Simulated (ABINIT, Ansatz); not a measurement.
# SrTiO3 (Tausonite): third-order response

Aim: Raman and infrared lines of SrTiO3 (Tausonite).

Method: DFT LDA, scalar-relativistic, plane waves, PseudoDojo norm-conserving pseudopotentials, in ABINIT 10.8.3.

Experimental background.

“Visible-Light-Driven AO7 Photocatalytic Degradation and Toxicity Removal at Bi-Doped SrTiO3” (2022, pmc:8999963) reports for SrTiO3, cubic perovskite, by powder XRD, cell refinement (undoped, solid-state synthesis, final heating at 1200 C): lattice constant a (cubic cell parameter a, x = 0) 0.39147 nm.

For SrTiO3, cubic perovskite (commercial Verneuil-grown single crystal), “High permittivity processed SrTiO3 for metamaterials applications at terahertz frequencies” (2018, pmc:6189093) gives, by THz time-domain spectroscopy: static dielectric constant (real relative permittivity at 0.2-0.9 THz, below the TO1 phonon) about 345 [measured at 0.2-0.9 THz, not the strict static limit; Verneuil-grown reference crystal].

### 1. The starting structure

It takes space group Pm-3m (No. 221, cubic). Conventional cell: a = 3.905 Å, b = 3.905 Å, c = 3.905 Å, α = 90.00°, β = 90.00°, γ = 90.00°. Nearest to Sr lie 12 O at 2.76 Å. Nearest to Ti lie 6 O at 1.95 Å. Nearest to O lie 2 Ti at 1.95 Å and 4 Sr at 2.76 Å. Farther neighbours and most contacts between anions are not listed.

### 2. A probe with smearing

A first run with smearing and empty bands tells whether the crystal has a gap, which decides between fixed occupations and smearing later on.

probe.abi

```
# ground state
tolvrs 1.0d-08
prtden 1
prtwf 1

# basis, mesh and filling
ecut 38.0
ngkpt 6 6 6
nshiftk 1
shiftk 0.0 0.0 0.0
istwfk *1
occopt 7
tsmear 0.005
nband 29
nstep 100
diemac 9.0
prtebands 0
prtgsr 0

# cell and atoms
acell 7.37990964 7.37990964 7.37990964
rprim 
    1.0 0.0 0.0
    0.0 1.0 0.0
    0.0 0.0 1.0
ntypat 3
znucl 38 22 8
natom 5
typat 1 2 3 3 3
xred 
    0.5 0.5 0.5
    0.0 0.0 0.0
    0.5 0.0 0.0
    0.0 0.5 0.0
    0.0 0.0 0.5
pp_dirpath "./pseudo"
pseudos "Sr.upf, Ti.upf, O.upf"
```

Run with:

```
OMP_NUM_THREADS=1 mpirun -n 16 abinit probe.abi > probe.log
```

Numbers of over 12 decimals in the logs are rounded to 6 here.

probe.abo, the main output file:

```text
[banners, grids, parts of the stress and lines that vanish by symmetry left out]
- input  file    -> probe.abi
- output file    -> probe.abo
- root for input  files -> probei
[...]
Symmetries : space group Pm -3 m (#221); Bravais cP (primitive cubic)
[...]
mpw =        4632          nfft =       91125          nkpt =          20
[...]
== DATASET  1 ==================================================================
[...]
-    --> not optimal distribution: autoparal keyword recommended in input file <--
[...]
cutoff_energies: {ecut:  38.0, pawecutdg:  -1.0, }
[...]
ETOT  1  -142.92106194512    -1.429E+02 1.484E-01 1.860E+03
 ETOT  2  -133.40272184082     9.518E+00 1.412E-01 3.679E+04
 ETOT  3  -143.43805373118    -1.004E+01 3.332E-02 4.739E+02
 ETOT  4  -143.45340941427    -1.536E-02 4.720E-03 2.668E+02
 ETOT  5  -143.49573686641    -4.233E-02 2.471E-02 6.608E+01
[...]
ETOT 10  -143.50875432799    -8.018E-10 9.797E-03 4.481E-06
 ETOT 11  -143.50875432885    -8.640E-10 3.252E-03 2.707E-09
 At SCF step   11       vres2   =  2.71E-09 < tolvrs=  1.00E-08 =>converged.
[...]
sigma(1 1)=  2.72309590E-04  sigma(3 2)=  0.00000000E+00
  sigma(2 2)=  2.72309590E-04  sigma(3 1)=  0.00000000E+00
  sigma(3 3)=  2.72309590E-04  sigma(2 1)=  0.00000000E+00
[...]
convergence: {deltae: -8.640E-10, res2:  2.707E-09, residm:  3.252E-03, diffor: null, }
etotal    :  -1.43508754E+02
[...]
sigma(1 1)=  2.72309590E-04  sigma(3 2)=  0.00000000E+00
  sigma(2 2)=  2.72309590E-04  sigma(3 1)=  0.00000000E+00
  sigma(3 3)=  2.72309590E-04  sigma(2 1)=  0.00000000E+00
[...]
- sigma(1 1)=  8.01162472E+00  sigma(3 2)=  0.00000000E+00
- sigma(2 2)=  8.01162472E+00  sigma(3 1)=  0.00000000E+00
- sigma(3 3)=  8.01162472E+00  sigma(2 1)=  0.00000000E+00
[...]
fcart     -0.0000000000E+00 -0.0000000000E+00 -0.0000000000E+00
           strten      2.7230958953E-04  2.7230958953E-04  2.7230958953E-04
================================================================================

[key lines of the parts left out:]
pressure_GPa:  -8.0116E+00
```

Run time: 14 s. Hardware: 16 MPI ranks of Arm Neoverse V2, shared host; 3.6 min of CPU time.

Read from the output:

* volume per atom: 11.91 Å³
* pressure: -8.012 GPa
* gap on the k-mesh: 1.808 eV

A gap of 1.8 eV opens on this mesh, so the crystal is taken as an insulator; the printed pressure holds the stress of the finite basis too.

### 3. Relaxation

The harmonic expansion needs vanishing forces, and a free crystal bears no stress, so cell and atoms are brought to rest. Stress is more sensitive to the basis than forces are: the last 3 Ha under the cutoff are smoothed with ecutsm, and the cutoff is raised above that of the later runs.

relax.abi

```
# relaxation
ionmov 2
optcell 2
dilatmx 1.08
ntime 40
tolmxf 1.0d-05
tolvrs 1.0d-14
prtwf 0
prtden 0
chksymtnons 0

# basis, mesh and filling
ecut 47.0
ecutsm 3.0
ngkpt 6 6 6
nshiftk 1
shiftk 0.0 0.0 0.0
istwfk *1
occopt 1
nband 20
nstep 100
diemac 9.0
prtebands 0
prtgsr 0

# cell and atoms
acell 7.37990964 7.37990964 7.37990964
rprim 
    1.0 0.0 0.0
    0.0 1.0 0.0
    0.0 0.0 1.0
ntypat 3
znucl 38 22 8
natom 5
typat 1 2 3 3 3
xred 
    0.5 0.5 0.5
    0.0 0.0 0.0
    0.5 0.0 0.0
    0.0 0.5 0.0
    0.0 0.0 0.5
pp_dirpath "./pseudo"
pseudos "Sr.upf, Ti.upf, O.upf"
```

Run with:

```
OMP_NUM_THREADS=1 mpirun -n 16 abinit relax.abi > relax.log
```

relax.abo, the main output file:

```text
[banners, grids, parts of the stress and lines that vanish by symmetry left out]
- input  file    -> relax.abi
- output file    -> relax.abo
- root for input  files -> relaxi
[...]
Symmetries : space group Pm -3 m (#221); Bravais cP (primitive cubic)
[...]
mpw =        7856          nfft =      125000          nkpt =          20
[...]
== DATASET  1 ==================================================================
[...]
-    --> not optimal distribution: autoparal keyword recommended in input file <--
[...]
cutoff_energies: {ecut:  47.0, pawecutdg:  -1.0, }
[...]
ETOT  1  -142.93549311937    -1.429E+02 2.670E-01 1.854E+03
 ETOT  2  -140.55009393258     2.385E+00 1.428E-01 1.574E+04
 ETOT  3  -143.46018549049    -2.910E+00 5.517E-02 1.810E+02
 ETOT  4  -143.47676526194    -1.658E-02 6.027E-02 1.432E+02
 ETOT  5  -143.50339612307    -2.663E-02 2.648E-02 2.035E+01
[...]
At SCF step   40       vres2   =  1.08E-15 < tolvrs=  1.00E-14 =>converged.
[...]
sigma(1 1)=  2.57892077E-04  sigma(3 2)=  0.00000000E+00
  sigma(2 2)=  2.57892077E-04  sigma(3 1)=  0.00000000E+00
  sigma(3 3)=  2.57892077E-04  sigma(2 1)=  0.00000000E+00
[...]
convergence: {deltae: -1.251E-11, res2:  1.081E-15, residm:  8.961E-18, diffor: null, }
etotal    :  -1.43509142E+02
[...]
ETOT  1  -143.48617925545    -1.435E+02 1.840E-01 2.947E+02
[...]
At SCF step   28       vres2   =  1.84E-15 < tolvrs=  1.00E-14 =>converged.
[...]
sigma(1 1)=  1.17204402E-04  sigma(3 2)=  0.00000000E+00
  sigma(2 2)=  1.17204402E-04  sigma(3 1)=  0.00000000E+00
  sigma(3 3)=  1.17204402E-04  sigma(2 1)=  0.00000000E+00
[...]
convergence: {deltae:  9.379E-13, res2:  1.836E-15, residm:  3.861E-20, diffor: null, }
etotal    :  -1.43510892E+02
[...]
ETOT  1  -143.49602529779    -1.435E+02 4.797E-01 1.869E+02
[...]
At SCF step   33       vres2   =  8.92E-15 < tolvrs=  1.00E-14 =>converged.
[...]
sigma(1 1)= -7.08144506E-06  sigma(3 2)=  0.00000000E+00
  sigma(2 2)= -7.08144506E-06  sigma(3 1)=  0.00000000E+00
  sigma(3 3)= -7.08144506E-06  sigma(2 1)=  0.00000000E+00
[...]
convergence: {deltae:  3.382E-12, res2:  8.924E-15, residm:  4.474E-19, diffor: null, }
etotal    :  -1.43511301E+02
[...]
ETOT  1  -143.51125686931    -1.435E+02 4.870E-08 5.716E-01
[...]
At SCF step   23       vres2   =  5.54E-16 < tolvrs=  1.00E-14 =>converged.
[...]
sigma(1 1)=  1.71361005E-07  sigma(3 2)=  0.00000000E+00
  sigma(2 2)=  1.71361005E-07  sigma(3 1)=  0.00000000E+00
  sigma(3 3)=  1.71361005E-07  sigma(2 1)=  0.00000000E+00
[...]
convergence: {deltae: -5.741E-12, res2:  5.542E-16, residm:  1.931E-19, diffor: null, }
etotal    :  -1.43511302E+02
[...]
ETOT  1  -143.51130237464    -1.435E+02 7.263E-11 3.200E-04
[...]
ETOT 16  -143.51130240017    -3.723E-12 1.369E-19 1.448E-14
 ETOT 17  -143.51130240017     1.876E-12 4.986E-20 8.024E-17
 At SCF step   17       vres2   =  8.02E-17 < tolvrs=  1.00E-14 =>converged.
[...]
sigma(1 1)=  2.39893024E-10  sigma(3 2)=  0.00000000E+00
  sigma(2 2)=  2.39893020E-10  sigma(3 1)=  0.00000000E+00
  sigma(3 3)=  2.39893007E-10  sigma(2 1)=  0.00000000E+00
[...]
convergence: {deltae:  1.876E-12, res2:  8.024E-17, residm:  4.986E-20, diffor: null, }
etotal    :  -1.43511302E+02
[...]
At Broyd/MD step   5, gradients are converged :
[...]
sigma(1 1)=  2.39893024E-10  sigma(3 2)=  0.00000000E+00
  sigma(2 2)=  2.39893020E-10  sigma(3 1)=  0.00000000E+00
  sigma(3 3)=  2.39893007E-10  sigma(2 1)=  0.00000000E+00
[...]
- sigma(1 1)=  7.05789643E-06  sigma(3 2)=  0.00000000E+00
- sigma(2 2)=  7.05789633E-06  sigma(3 1)=  0.00000000E+00
- sigma(3 3)=  7.05789592E-06  sigma(2 1)=  0.00000000E+00
[...]
fcart     -0.0000000000E+00 -0.0000000000E+00 -0.0000000000E+00
           strten      2.3989302385E-10  2.3989302038E-10  2.3989300650E-10
================================================================================

[key lines of the parts left out:]
pressure_GPa:  -7.0579E-06
Total energy (etotal) [Ha]= -1.43511302400166E+02
```

Elapsed: 2.1 min, on 16 MPI ranks.

The steps of the relaxation:

```tsv
step	energy less that of the first step (eV)	largest force (eV/Å)	volume (Å³)
1	0.0000	0.0000	59.56
2	-0.0476	0.0000	58.19
3	-0.0588	0.0000	57.11
4	-0.0588	0.0000	57.17
5	-0.0588	0.0000	57.17
```

```tsv
conventional cell, symmetrised	before	after	change
a (Å)	3.905	3.852	-1.4 %
b (Å)	3.905	3.852	-1.4 %
c (Å)	3.905	3.852	-1.4 %
volume (Å³/atom)	11.91	11.43	-4.0 %
```

The relaxed structure:

```xyz
5
Lattice="3.8523 0.0000 0.0000 0.0000 3.8523 0.0000 0.0000 0.0000 3.8523" Properties=species:S:1:pos:R:3 pbc="T T T"
Sr    1.9261    1.9261    1.9261
Ti    0.0000    0.0000    0.0000
O     1.9261    0.0000    0.0000
O     0.0000    1.9261    0.0000
O     0.0000    0.0000    1.9261
```

This step gave:

```yaml
volume_per_atom: 11.43 Å³
pressure: -7.06e-6 GPa
```

The volume changes by -4.0 % in this run and stands -4.0 % from the first cell.

### 4. Self-consistent run for the response

First-order wavefunctions inherit every error of the ground state, hence the very tight tolvrs. The mesh is shifted off Γ, since shifted meshes converge sums over the zone faster.

gs.abi

```
# ground state
tolvrs 1.0d-16
prtden 1
prtwf 1

# basis, mesh and filling
ecut 38.0
ngkpt 6 6 6
nshiftk 1
shiftk 0.5 0.5 0.5
istwfk *1
occopt 1
nband 20
nstep 100
diemac 9.0
prtebands 0
prtgsr 0

# cell and atoms
acell 7.279709234 7.279709234 7.279709234
rprim 
    1.0 0.0 0.0
    0.0 1.0 0.0
    0.0 0.0 1.0
ntypat 3
znucl 38 22 8
natom 5
typat 1 2 3 3 3
xred 
    0.5 0.5 0.5
    0.0 0.0 0.0
    0.5 0.0 0.0
    0.0 0.5 0.0
    0.0 0.0 0.5
pp_dirpath "./pseudo"
pseudos "Sr.upf, Ti.upf, O.upf"
```

Run with:

```
OMP_NUM_THREADS=1 mpirun -n 16 abinit gs.abi > gs.log
```

gs.abo, the main output file:

```text
[banners, grids, parts of the stress and lines that vanish by symmetry left out]
- input  file    -> gs.abi
- output file    -> gs.abo
- root for input  files -> gsi
[...]
Symmetries : space group Pm -3 m (#221); Bravais cP (primitive cubic)
[...]
mpw =        4327          nfft =       91125          nkpt =          10
[...]
== DATASET  1 ==================================================================
[...]
-    --> not optimal distribution: autoparal keyword recommended in input file <--
[...]
cutoff_energies: {ecut:  38.0, pawecutdg:  -1.0, }
[...]
ETOT  1  -142.97717108999    -1.430E+02 2.671E-01 1.445E+03
 ETOT  2  -140.67769684823     2.299E+00 3.580E-02 1.099E+04
 ETOT  3  -143.46551847123    -2.788E+00 4.510E-02 1.685E+02
 ETOT  4  -143.48453641611    -1.902E-02 1.274E-02 1.090E+02
 ETOT  5  -143.50805761505    -2.352E-02 1.044E-03 1.538E+01
[...]
ETOT 33  -143.51095080549    -2.899E-12 2.087E-17 7.403E-16
 ETOT 34  -143.51095080549     4.746E-12 6.853E-18 3.284E-17
 At SCF step   34       vres2   =  3.28E-17 < tolvrs=  1.00E-16 =>converged.
[...]
sigma(1 1)=  1.56389401E-05  sigma(3 2)=  0.00000000E+00
  sigma(2 2)=  1.56389401E-05  sigma(3 1)=  0.00000000E+00
  sigma(3 3)=  1.56389401E-05  sigma(2 1)=  0.00000000E+00
[...]
convergence: {deltae:  4.746E-12, res2:  3.284E-17, residm:  6.853E-18, diffor: null, }
etotal    :  -1.43510951E+02
[...]
sigma(1 1)=  1.56389401E-05  sigma(3 2)=  0.00000000E+00
  sigma(2 2)=  1.56389401E-05  sigma(3 1)=  0.00000000E+00
  sigma(3 3)=  1.56389401E-05  sigma(2 1)=  0.00000000E+00
[...]
- sigma(1 1)=  4.60113503E-01  sigma(3 2)=  0.00000000E+00
- sigma(2 2)=  4.60113503E-01  sigma(3 1)=  0.00000000E+00
- sigma(3 3)=  4.60113503E-01  sigma(2 1)=  0.00000000E+00
[...]
fcart     -0.0000000000E+00 -0.0000000000E+00 -0.0000000000E+00
           strten      1.5638940109E-05  1.5638940109E-05  1.5638940109E-05
================================================================================

[key lines of the parts left out:]
pressure_GPa:  -4.6011E-01
```

It took 13 s on 16 MPI ranks; 3.5 min of CPU time.

Read from the output:

```
pressure : -0.4601 GPa
```

The cell stands at -0.46 GPa: the relaxation ran with a smoothed and higher cutoff and on another k mesh.

### 5. Empty bands

Empty bands on the ground state's density check that the gap assumed so far is there in this cell.

gap.abi

```
# empty bands on the ground state's density
iscf -2
getden_filepath "gso_DEN"
tolwfr 1.0d-12
nbdbuf 2
prtwf 0

# basis, mesh and filling
ecut 38.0
ngkpt 6 6 6
nshiftk 1
shiftk 0.0 0.0 0.0
istwfk *1
occopt 1
nband 24
nstep 100
diemac 9.0
prtebands 0
prtgsr 0

# cell and atoms
acell 7.279709234 7.279709234 7.279709234
rprim 
    1.0 0.0 0.0
    0.0 1.0 0.0
    0.0 0.0 1.0
ntypat 3
znucl 38 22 8
natom 5
typat 1 2 3 3 3
xred 
    0.5 0.5 0.5
    0.0 0.0 0.0
    0.5 0.0 0.0
    0.0 0.5 0.0
    0.0 0.0 0.5
pp_dirpath "./pseudo"
pseudos "Sr.upf, Ti.upf, O.upf"
```

Run with:

```
OMP_NUM_THREADS=1 mpirun -n 16 abinit gap.abi > gap.log
```

gap.abo, the main output file:

```text
[banners, grids, parts of the stress and lines that vanish by symmetry left out]
- input  file    -> gap.abi
- output file    -> gap.abo
- root for input  files -> gapi
[...]
Symmetries : space group Pm -3 m (#221); Bravais cP (primitive cubic)
[...]
mpw =        4385          nfft =       91125          nkpt =          20
[...]
== DATASET  1 ==================================================================
[...]
-    --> not optimal distribution: autoparal keyword recommended in input file <--
[...]
cutoff_energies: {ecut:  38.0, pawecutdg:  -1.0, }
[...]
-outvars: echo values of variables after computation
            acell      7.2797092340E+00  7.2797092340E+00  7.2797092340E+00 Bohr
================================================================================
```

The job ended after 10 s (16 MPI ranks).

This step gave:

```
gap on the k-mesh : 1.881 eV
```

In this cell the gap on the mesh is 1.9 eV, indirect (smallest direct 2.2 eV), so fixed occupations hold.

[end of part 1 of 4]

[Host names and launcher messages were left out of these logs when they were recorded.]

[Logs are printed without paths, hosts, clocks, repeated set-up lines and the standing remarks that a program may print on its own settings, such as how far it seeks lower states.]

[Hosts, paths, dates, database ids (printed as entryN), source tags and the programs' standing remarks are cut or masked in the printed files.]
